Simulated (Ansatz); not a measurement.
# Is TaInGa in the AlB2 type a stable metal?, part 3 of 3

The plan: relax TaInGa in the AlB2 type, check its phonons, and, if the lattice is stable, compute its Eliashberg function and ρ(T).

Ansatz 0.2.0; DFT PBEsol, scalar-relativistic, plane waves, PAW; PAW set soft_1.

So far, highest frequency, solved or plainly interpolated (cm⁻¹): step 5 (phonons: q 2×2×2, k 4×4×6) 211. Also lowest on path (cm⁻¹): step 5 -50.0. The relaxed cell has a = 4.705, c = 2.799 Å (conventional setting).

The structure was built from a prototype and need not be the compound's stable phase.

## Step 6: Phonons by linear response: q 3×3×2, k 6×6×8

An imaginary mode on so few k-points may come from the sampling, so the phonons are repeated with another q and k mesh.

File input.yaml:

```yaml
crystal:
  lattice:
    - [4.705477441, 0.0, 0.0]
    - [-2.3527387205, 4.0750630008, 0.0]
    - [0.0, 0.0, 2.798520837]
  atoms:
    - { symbol: Ta, position: [0.0, 0.0, 0.0] }
    - { symbol: Ga, position: [0.3333333333, 0.6666666667, 0.5] }
    - { symbol: In, position: [0.6666666667, 0.3333333333, 0.5] }
kpoints:
  mp_grid: { grid: [6, 6, 8] }
hamiltonian:
  xc: pbesol
  pseudopotentials: { kind: paw, azcp: { folder: soft_1 }, xc_functional: pbe }
scf:
  occupations: { method: methfessel_paxton, width: 0.2 }
output:
  eigenvalues: true
phonons:
  method: dfpt
  qmesh: [3, 3, 2]
  temperatures: { t_max: 1000, t_step: 50 }
  qpath:
    path:
      - [[0.0, 0.0, 0.0], [0.5, 0.0, 0.0], [0.33333333, 0.33333333, 0.0], [0.0, 0.0, 0.0], [0.0, 0.0, 0.5], [0.5, 0.0, 0.5], [0.33333333, 0.33333333, 0.5], [0.0, 0.0, 0.5]]
      - [[0.5, 0.0, 0.5], [0.5, 0.0, 0.0]]
      - [[0.33333333, 0.33333333, 0.5], [0.33333333, 0.33333333, 0.0]]
    npoints: 10
```

The run is started by

```bash
$ ansatz run input.yaml --threads 4 --pin off --max-ram 12288MiB --backend cpu --events-out ev --progress --plain --runs-dir out
```

Numbers of over 12 decimals in the logs are rounded to 6 here.

What it wrote:

```text
[...]
Crystal: 3 atoms, lattice volume = 53.662 Å³
Basis set: ecut = 420 eV, 1047 PW (Γ), exchange–correlation on 64×64×40 points (8 copies of the dense FFT grid, shifted against one another)
Bands: 24, of which v1, the nominal top of the filled ones, is band 20 counted from 1 (19 counted from 0)
Symmetry: 12 space group operations
k-points: 35 of 288 (time reversal used)
[...]
SCF iter   1: F=—  HF=-19076.226992 eV  |F-HF|=—  |Δ(HF+E_count)|=         —  Δρ=5.00e-2  dr2=2.99e0  ethr=3.10e-3  ⟨swp⟩=5.0  Hψ=3354  notcnv=0
[...]
SCF iter  10: F=-19075.434382 eV  HF=-19075.434382 eV  |F-HF|=1.09e-11  |Δ(HF+E_count)|=  7.28e-11  S|Δr|=    0.00e0  Δρ=1.38e-7  dr2=8.48e-12  ethr=1.00e-12  ⟨swp⟩=4.1  Hψ=4383  notcnv=0
SCF 1 converged in 10 iterations: F = -19075.434382 eV  dr2 = 8.48e-12
[...]
SCF converged after 10 iterations
[...]
Free energy (F): -19075.434382 eV
[...]
Internal energy: -19075.437853 eV  (E = F + TS)
E sigma→0 (E₀):  -19075.435250 eV
Entropy (-TS):   0.003471 eV (1.157 meV/atom)
Fermi energy:    15.286964 eV
Step filling:    the computed levels leave a gap of 0.0639 eV = 0.3 smearing widths at the electron count; against every level under it full and every level over it empty, smearing changes F+E_penalty+E_count by +1.529 meV and its σ→0 estimate by +0.661 meV
[...]
--- Band table (eV; the first three rows and the last of 35) ---
  k-point 0: bands = [... 16 lower, 11.5020, 12.4251, 12.8878, 16.2518, 16.2518, 18.6245, 18.6245, 20.2387]
  k-point 1: bands = [... 16 lower, 11.8398, 12.9126, 13.3317, 15.5882, 15.5882, 19.1528, 19.1528, 19.4524]
  k-point 2: bands = [... 16 lower, 12.8016, 13.7788, 14.3238, 14.4244, 14.4244, 17.4825, 19.6438, 19.6438]
  k-point 34: bands = [... 16 lower, 12.3634, 12.4466, 13.8314, 15.2465, 16.4377, 17.2935, 17.3057, 17.3560]
[...]
ASR residual: 2.733e-4 → 0.000e0 eV/Å²; symmetrization residual: 4.629e-5 eV/Å²
  ASR residual per site (eV/Å²): 2.73e-4 9.17e-5 2.71e-5
  Γ frequencies (cm⁻¹): 0.00 0.00 0.00 47.19 98.07 101.15 101.15 186.76 186.76
--- Phonons (arbitrary-q DFPT): 6 irreducible q on the 3×3×2 mesh ---
[...]
interpolated dispersion: 93 rows × 9 modes
[...]
```

The job ended after 84 s (4 threads of AMD EPYC 9B14 (Zen 4), shared host; peak memory 0.81 GiB; 5.2 min of CPU time).

This step gave:

```
share of imaginary modes in the plain interpolation between solved wavevectors : 0.0036
highest frequency, solved or plainly interpolated                              : 211.6 cm⁻¹
```

Solved on the 3×3×2 mesh alone; all other wavevectors are interpolated. Phonon branches along the path, in cm⁻¹:

```
    point  branch 1  branch 2  branch 3  branch 4  branch 5  branch 6  branch 7  branch 8  branch 9
        Γ         0         0         0        47        98       101       101       187       187
  halfway       -15        44        53        66        93        95       112       181       191
        M       -18        48        69        88        91       100       114       180       196
  halfway        31        49        69        75        87       100       139       176       194
        K        26        50        70        84        85        98       163       163       192
  halfway        26        47        55        62        92        93       120       179       191
        Γ         0         0         0        47        98       101       101       187       187
  halfway        58        58        94       104       105       105       158       185       185
        A        91        91       101       101       126       135       184       184       207
  halfway        79        86        93        97       136       153       183       189       209
        L        66        78        86       113       147       153       185       193       211
  halfway        60        79        90       122       149       153       171       202       212
        H        54        81        94       133       152       153       158       206       212
  halfway        74        82        93       102       139       155       178       194       209
        A        91        91       101       101       126       135       184       184       207
jump to L        66        78        86       113       147       153       185       193       211
  halfway        37        73        89       108       119       130       164       180       194
        M       -18        48        69        88        91       100       114       180       196
jump to H        54        81        94       133       152       153       158       206       212
  halfway        42        65        87       119       125       152       160       163       198
        K        26        50        70        84        85        98       163       163       192
```

The phonon branches as a text plot (rows in cm⁻¹):

```
    207 |                       ******************       ***
    197 |    ****              *      **   **    ********  *****
    188 |****    **********************      *****              *
    178 |  ******   **       *     **  *    ***   *******
    169 |        ***                    *  *
    159 |        **         *       **   ****       *    ********
    149 |          *               * ******* **  **  *   *****
    140 |       *          *     ****       *  *  **       *
    130 |           *          ****      **  ****  ** *  ***  *
    121 |      *     *        **       **           ***     *
    111 |  ****       *   *  **      **    **    ***** **    * *
    102 |**   ******   **************          **    ****     * *
     92 | ******    ***    **   ****** **********   ********   **
     83 |      *****       *   *  *************  ***     *  *** *
     73 |   * ******          *     ***            *** ** **   **
     63 |    *     ***    *  *        **   **    *    *     **
     54 |  **    *** **  *  *           ***       *    * ***  ***
     44 |** *****   ***** **                       *    *   *
     35 |  *    *  ** **                            *        **
     25 | *      **  * * **                          *         **
     16 |*               *                            *
      6 |*     *      *
     -3 |*             **
    -13 | *****                                        **
         Γ    M  K      Γ       A     L  H     A|L     M|H      K
```

Lowest modes at the softest wavevector of the mesh. Modes at q = (-0.333, 0.000, 0.000), with each element's share of the kinetic energy (negative means imaginary):

```
mode  frequency (cm⁻¹)  Ta %  Ga %  In %
   1             -17.4    60     8    31
   2              47.6     7    87     6
   3              60.2    28     9    63
   4              82.6    79     3    17
   5              91.6    33    46    21
   6              92.1    64     4    32
```

Displacements in mode 1 (-17.4 cm⁻¹), the largest set to 1, in the home cell (x, y, z of the real part, then of the imaginary part):
```
Ta1 -0.48  0.83  0.00  0.32 -0.55  0.00
Ga2  0.30 -0.52  0.00  0.18 -0.31  0.00
In3  0.48 -0.83  0.00  0.21 -0.36  0.00
```

Displacements in mode 3 (60.2 cm⁻¹), the largest set to 1, in the home cell (x, y, z of the real part, then of the imaginary part):
```
Ta1  0.00  0.00  0.05  0.00  0.00  0.53
Ga2  0.00  0.00  0.22  0.00  0.00 -0.44
In3  0.00  0.00  1.00  0.00  0.00  0.07
```

The modes has structure finer than the step of the table below, so its rows give means over 10 cm⁻¹, whole bins alone (the curve runs from -27.8 to 227 cm⁻¹). Peaks (cm⁻¹: height): Ga 50.9: 0.0240, 91.0: 0.0204, 179.3: 0.0495, 193.7: 0.0494; In 70.1: 0.0185, 110.3: 0.0205, 156.8: 0.0122, 179.3: 0.0378, 193.7: 0.0471, 206.6: 0.0216; Ta 91.0: 0.0566, 152.0: 0.0209.

Phonopy on the run's constants, 13x13x21 mesh, Gaussian sigma 2.0 cm⁻¹. The modes by wavenumber; means over each step; values in 1/cm⁻¹/cell:

```
wavenumber (cm⁻¹)       Ga       In       Ta
              -20   8.8e-5   3.4e-4   6.4e-4
              -10   1.8e-4   5.4e-4   1.0e-3
                0   1.4e-4   3.2e-4   5.6e-4
               10   7.7e-4  0.00197  0.00333
               20  0.00110  0.00246  0.00406
               30  0.00467  0.00712  0.00725
               40  0.00568  0.00725  0.00745
               50   0.0185  0.00988  0.00934
               60   0.0180   0.0151   0.0144
               70   0.0146   0.0169   0.0211
               80   0.0174   0.0141   0.0391
               90   0.0181   0.0140   0.0494
              100   0.0156   0.0159   0.0380
              110   0.0147   0.0196   0.0206
              120   0.0159   0.0172   0.0140
              130   0.0161   0.0105   0.0138
              140   0.0160   0.0111   0.0183
              150   0.0111  0.00537   0.0195
              160  0.00509  0.00699  0.00438
              170   0.0147   0.0137  0.00211
              180   0.0385   0.0321  0.00421
              190   0.0355   0.0379  0.00338
              200   0.0167   0.0251  0.00293
              210   7.4e-4   0.0142  0.00119
              220   6.0e-7   1.2e-4   1.1e-5
```

No LO-TO term; unit eigenvectors of the mass-weighted matrix. Modes at Γ, with each element's share of the kinetic energy:

```
mode  frequency (cm⁻¹)  symmetry  Ta %  Ga %  In %
   1               0.0   unnamed    50    19    31
   2               0.0   unnamed    50    19    31
   3               0.0   unnamed    50    19    31
   4              47.2      A2''     2    75    23
   5              98.1      A2''    48     6    46
   6             101.1        E'    49    33    18
   7             101.1        E'    49    33    18
   8             186.8        E'     2    48    51
   9             186.8        E'     2    48    51
```

Displacements in mode 4 (47.2 cm⁻¹), the largest set to 1:
```
Ta1  0.00  0.00 -0.11
Ga2  0.00  0.00  1.00
In3  0.00  0.00 -0.43
```

Displacements in mode 8 (186.8 cm⁻¹), the largest set to 1:
```
Ta1 -0.12  0.00  0.00
Ga2 -1.00  0.00  0.00
In3  0.80  0.00  0.00
```

Among the solved wavevectors the lowest mode, translations apart, is -17.4 cm⁻¹, imaginary.

## Step 7: Summary of results

- phonon run of the rows without a label of their own: PBEsol, q 3×3×2, k 6×6×8
- softest mode on the q mesh: -17.4 cm⁻¹ at q = (-0.333, 0, 0)
- highest frequency, solved or plainly interpolated: 212 cm⁻¹

The lattice is dynamically unstable at this level: a mode at q = (-0.333, 0, 0) is imaginary, 17.4i cm⁻¹, so no harmonic coupling constant or resistivity is defined for this structure. These meshes are coarse, and single modes of a metal can move by tens of cm⁻¹ with the k mesh. The coarser mesh found an imaginary mode at another wavevector, which this mesh lacks. Spin–orbit coupling, left out here, matters for Ta. The phonon runs are not spin-polarised. The PAW files were made for PBE; under other functionals the run regenerates their frozen core. The structure was built by hand as an ordered model, and its stability against other phases was not tested.

[Logs are printed without paths, hosts, clocks, repeated set-up lines and the standing remarks that a program may print on its own settings, such as how far it seeks lower states.]

[Hosts, paths, dates, database ids (printed as entryN), source tags and the programs' standing remarks are cut or masked in the printed files.]
